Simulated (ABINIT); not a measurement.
## Quasiparticle gap of CaO (Fm-3m) in ABINIT

How does a plane-wave GW calculation on CaO (Fm-3m) run from the first input to the gap?

Method: PBE and many-body steps on it, plane waves, in ABINIT 10.8.3.

**1. Starting point**

Symmetry: Fm-3m, No. 225, cubic system. The conventional cell has a = 4.807 Å, b = 4.807 Å, c = 4.807 Å, α = 90.00°, β = 90.00°, γ = 90.00°. Ca has 6 O at 2.40 Å nearest. Nearest to O lie 6 Ca at 2.40 Å. Farther neighbours and most contacts between anions are not listed.

The cell and positions are those that the Materials Project relaxed with its own functionals (PBE, PBE+U or r2SCAN), kept fixed.

**2. Ground state**

This step: ABINIT 10.8.3; DFT, PBE, plane waves, norm-conserving pseudopotentials.

The ground-state density comes first.

Input file run.abi:

```
acell 3*1.0 Angstrom
rprim 
  -0.000000000000 2.403555696000 2.403555696000
  2.403555696000 -0.000000000000 2.403555696000
  2.403555696000 2.403555696000 -0.000000000000
ntypat 2
znucl 20 8
natom 2
typat 1 2
xred 
  0.000000000000 0.000000000000 0.000000000000
  0.500000000000 0.500000000000 0.500000000000
pp_dirpath "pseudos"
pseudos "Ca.upf, O.upf"
ecut 36
ngkpt 8 8 8
nshiftk 1
shiftk 0 0 0
kptopt 1
chksymbreak 0
nband 13
occopt 1
tolvrs 1e-10
nstep 60
prtwf 0
optforces 0
optstress 0
indata_prefix "in"
outdata_prefix "out"
tmpdata_prefix "tmp"
```

Started as:

```
$ OMP_NUM_THREADS=1 mpirun -n 4 abinit run.abi > log
```

Numbers of over 12 decimals in the logs are rounded to 6 here.

Output:

```text
.Version 10.8.3 of ABINIT. v10.8.2 released Aug 2026.

 Symmetries : space group Fm -3 m (#225); Bravais cF (face-center cubic)
================================================================================
 Values of the parameters that define the memory need of the present run
     intxc =       0    ionmov =       0      iscf =       7    lmnmax =       6
     lnmax =       6     mgfft =      36  mpssoang =       3    mqgrid =    3001
     natom =       2  nloc_mem =       1    nspden =       1   nspinor =       1
    nsppol =       1      nsym =      48    n1xccc =    2501    ntypat =       2
    occopt =       1   xclevel =       2
-    mband =          13        mffmem =           1         mkmem =           8
       mpw =        1964          nfft =       46656          nkpt =          29
================================================================================
  Rough estimation (10% accuracy) of disk space for files :
================================================================================

--------------------------------------------------------------------------------
------------- Echo of variables that govern the present computation ------------
--------------------------------------------------------------------------------
 -outvars: echo values of preprocessed input variables --------
            acell      1.8897261259E+00  1.8897261259E+00  1.8897261259E+00 Bohr

      chksymbreak           0
             ecut      3.60000000E+01 Hartree
-          fftalg         312

              ixc     -101130
              kpt      0.00000000E+00  0.00000000E+00  0.00000000E+00
                       1.25000000E-01  0.00000000E+00  0.00000000E+00
                       2.50000000E-01  0.00000000E+00  0.00000000E+00
                       3.75000000E-01  0.00000000E+00  0.00000000E+00
                       5.00000000E-01  0.00000000E+00  0.00000000E+00
                       1.25000000E-01  1.25000000E-01  0.00000000E+00
                       2.50000000E-01  1.25000000E-01  0.00000000E+00
                       3.75000000E-01  1.25000000E-01  0.00000000E+00
                       5.00000000E-01  1.25000000E-01  0.00000000E+00
   [... 18 further rows ...]
                      -3.75000000E-01  5.00000000E-01  1.25000000E-01
                      -2.50000000E-01  5.00000000E-01  2.50000000E-01
         kptrlatt        8    0    0      0    8    0      0    0    8
          kptrlen      5.13875654E+01
P           mkmem           8
            natom           2
            nband          13
            ngfft          36      36      36
             nkpt          29
            nstep          60
             nsym          48
           ntypat           2
              occ      2.000000  2.000000  2.000000  2.000000  2.000000  2.000000
                       2.000000  2.000000  0.000000  0.000000  0.000000  0.000000
                       0.000000
        optforces           0
        optstress           0
            prtwf           0
            rprim     -0.0000000000E+00  2.4035556960E+00  2.4035556960E+00
[...]
spgroup         225

           tolvrs      1.00000000E-10

             xred      0.0000000000E+00  0.0000000000E+00  0.0000000000E+00
[...]
znucl       20.00000    8.00000

================================================================================

 chkinp: Checking input parameters for consistency.

================================================================================
== DATASET  1 ==================================================================
-   mpi_nproc: 4, omp_nthreads: 1 (-1 if OMP is not activated)

--- !DatasetInfo
iteration_state: {dtset: 1, }
dimensions: {natom: 2, nkpt: 29, mband: 13, nsppol: 1, nspinor: 1, nspden: 1, mpw: 1964, }
cutoff_energies: {ecut:  36.0, pawecutdg:  -1.0, }
electrons: {nelect:   1.60000000E+01, charge:   0.00000000E+00, occopt:   1.00000000E+00, tsmear:   1.00000000E-02, }

 Real(R)+Recip(G) space primitive vectors, cartesian coordinates (Bohr,Bohr^-1):
 R(1)=  0.0000000  4.5420620  4.5420620  G(1)= -0.1100822  0.1100822  0.1100822
 R(2)=  4.5420620  0.0000000  4.5420620  G(2)=  0.1100822 -0.1100822  0.1100822
 R(3)=  4.5420620  4.5420620  0.0000000  G(3)=  0.1100822  0.1100822 -0.1100822
 Unit cell volume ucvol=  1.8740845E+02 bohr^3
 Angles (23,13,12)=  6.00000000E+01  6.00000000E+01  6.00000000E+01 degrees

 getcut: wavevector=  0.0000  0.0000  0.0000  ngfft=  36  36  36
         ecut(hartree)=     36.000   => boxcut(ratio)=   2.07500

--- Pseudopotential description ------------------------------------------------
- Ca Generated using ONCVPSP code by D. R. Hamann
- 20.00000  10.00000  171031                  znucl, zion, pspdat
12 -101130 2 -1 1766                          pspcod,pspxc,lmax,lloc,mmax
     nproj     2     2     2
  pspatm : epsatm=   12.33471919
         --- l  ekb(1:nproj) -->
[...]
pspatm: atomic psp has been read  and splines computed

- O Generated using ONCVPSP code by D. R. Hamann
-  8.00000   6.00000  171031                  znucl, zion, pspdat
12 -101130 2 -1 936                           pspcod,pspxc,lmax,lloc,mmax
     nproj     2     2     1
  pspatm : epsatm=    6.19545534
         --- l  ekb(1:nproj) -->
[...]
1   -4.717130   -1.149271
             2   -1.331955
 pspatm: atomic psp has been read  and splines computed

   2.96482793E+02                                ecore*ucvol(ha*bohr**3)
--------------------------------------------------------------------------------

_setup2: Arith. and geom. avg. npw (full set) are    1933.357    1933.335

================================================================================

--- !BeginCycle
iteration_state: {dtset: 1, }
solver: {iscf: 7, nstep: 60, nline: 4, wfoptalg: 0, }
tolerances: {tolvrs: 1.00E-10, }

     iter   Etot(hartree)      deltaE(h)  residm     vres2
 ETOT  1  -55.232203655342    -5.523E+01 9.628E-02 5.796E+02
 ETOT  2  -55.002112404306     2.301E-01 7.382E-02 1.444E+03
 ETOT  3  -55.380676062693    -3.786E-01 1.476E-02 2.326E+01
 ETOT  4  -55.386700152805    -6.024E-03 8.442E-03 1.134E+00
 ETOT  5  -55.386729525988    -2.937E-05 3.129E-03 5.579E-01
 ETOT  6  -55.386876408667    -1.469E-04 1.096E-03 2.373E-02
 ETOT  7  -55.386882285628    -5.877E-06 1.938E-03 5.017E-04
 ETOT  8  -55.386882383348    -9.772E-08 1.268E-03 2.207E-06
 ETOT  9  -55.386882383532    -1.842E-10 2.319E-03 1.289E-06
 ETOT 10  -55.386882383912    -3.797E-10 1.229E-03 7.729E-10
 ETOT 11  -55.386882383911     7.034E-13 1.963E-03 2.749E-11

 At SCF step   11       vres2   =  2.75E-11 < tolvrs=  1.00E-10 =>converged.

--- !ResultsGS
iteration_state: {dtset: 1, }
comment   : Summary of ground state results
lattice_vectors:
- [ -0.0000000,   4.5420620,   4.5420620, ]
- [  4.5420620,  -0.0000000,   4.5420620, ]
- [  4.5420620,   4.5420620,  -0.0000000, ]
lattice_lengths: [   6.42345,    6.42345,    6.42345, ]
lattice_angles: [ 60.000,  60.000,  60.000, ] # degrees, (23, 13, 12)
lattice_volume:   1.8740845E+02
convergence: {deltae:  7.034E-13, res2:  2.749E-11, residm:  1.963E-03, diffor:  0.000E+00, }
etotal    :  -5.53868824E+01
entropy   :   0.00000000E+00
fermie    :   1.87243462E-01
cartesian_stress_tensor: null
pressure_GPa: null
xred      :
- [  0.0000E+00,   0.0000E+00,   0.0000E+00, Ca]
- [  5.0000E-01,   5.0000E-01,   5.0000E-01,  O]
cartesian_forces: null
force_length_stats: {min: null, max: null, mean: null, }

 Integrated electronic density in atomic spheres:
 ------------------------------------------------
 Atom  Sphere_radius  Integrated_density
    1        2.00000          7.64901566
    2        2.00000          6.16311876
================================================================================

 ----iterations are completed or convergence reached----

 Mean square residual over all n,k,spin=   66.223E-07; max=  19.625E-04
 reduced coordinates (array xred) for    2 atoms
       0.000000000000      0.000000000000      0.000000000000
       0.500000000000      0.500000000000      0.500000000000
 rms dE/dt=  0.0000E+00; max dE/dt=  0.0000E+00; dE/dt below (all hartree)
    1       0.000000000000      0.000000000000      0.000000000000
    2       0.000000000000      0.000000000000      0.000000000000

 cartesian coordinates (angstrom) at end:
    1      0.000000     0.000000     0.000000
    2      2.403556     2.403556     2.403556
 length scales=  1.889726125908  1.889726125908  1.889726125908 bohr
              =  1.000000000000  1.000000000000  1.000000000000 angstroms
 prteigrs : about to open file out_EIG
 Fermi (or HOMO) energy (hartree) =   0.18724   Average Vxc (hartree)=  -0.38786
 Eigenvalues (hartree) for nkpt=  29  k points:
 kpt#   1, nband= 13, wtk=  0.00195, kpt=  0.0000  0.0000  0.0000 (reduced coord)
  -1.19668   -0.48954   -0.48954   -0.48954   -0.38130    0.18724    0.18724    0.18724
   0.36161    0.41644    0.41644    0.41644    0.47145
 prteigrs : prtvol=0 or 1, do not print more k-points.

--- !EnergyTerms
iteration_state     : {dtset: 1, }
comment             : Components of total free energy in Hartree
kinetic             :  2.44592291388897E+01
hartree             :  1.03474699243744E+01
xc                  : -1.16220866236985E+01
Ewald energy        : -4.15179927800345E+01
psp_core            :  1.58201400678847E+00
local_psp           : -3.93871071585447E+01
non_local_psp       :  7.51591108313865E-01
total_energy        : -5.53868823839113E+01
total_energy_eV     : -1.50715384950933E+03
band_energy         : -5.23634909764326E+00

== END DATASET(S) ==============================================================
================================================================================

 -outvars: echo values of variables after computation  --------
           etotal     -5.5386882384E+01
            nband          13
             nkpt          29
          spgroup         225
 [... the other variables as echoed above ...]

 Calculation completed.
```

Run time: 9.9 s. Hardware: 4 MPI ranks of Arm Neoverse V1, shared host; peak memory 0.28 GiB.

Numbers from this step:

* total energy: -1507.1538 eV
* gap: 3.662 eV
* k of the valence top: 0, 0, 0
* k of the conduction bottom: 0.5, 0.5, 0
* least direct gap: 4.035 eV

The gap is indirect, with the least direct gap 0.37 eV higher.

(Part 1 of 3 ends here.)

[Paths, hosts, dates, memory and timing lines, banners, echoed tables and standing remarks are left out of the program output.]

[Logs are printed without paths, hosts, clocks, repeated set-up lines and the standing remarks that a program may print on its own settings, such as how far it seeks lower states.]

[Runs of the session that timed out or met a known fault of the program may be left out.]

[Hosts, paths, dates, database ids (printed as entryN), source tags and the programs' standing remarks are cut or masked in the printed files.]

[G0W0 gaps are taken among the corrected bands and points alone; a level outside them can change the order at an edge.]

[Where Ansatz stands beside ABINIT at settings called matched, ABINIT's density can come from a denser mesh and the files from another edition; pairs whose starting gaps differed by over 0.03 eV were left out, so agreement reads better than it is.]
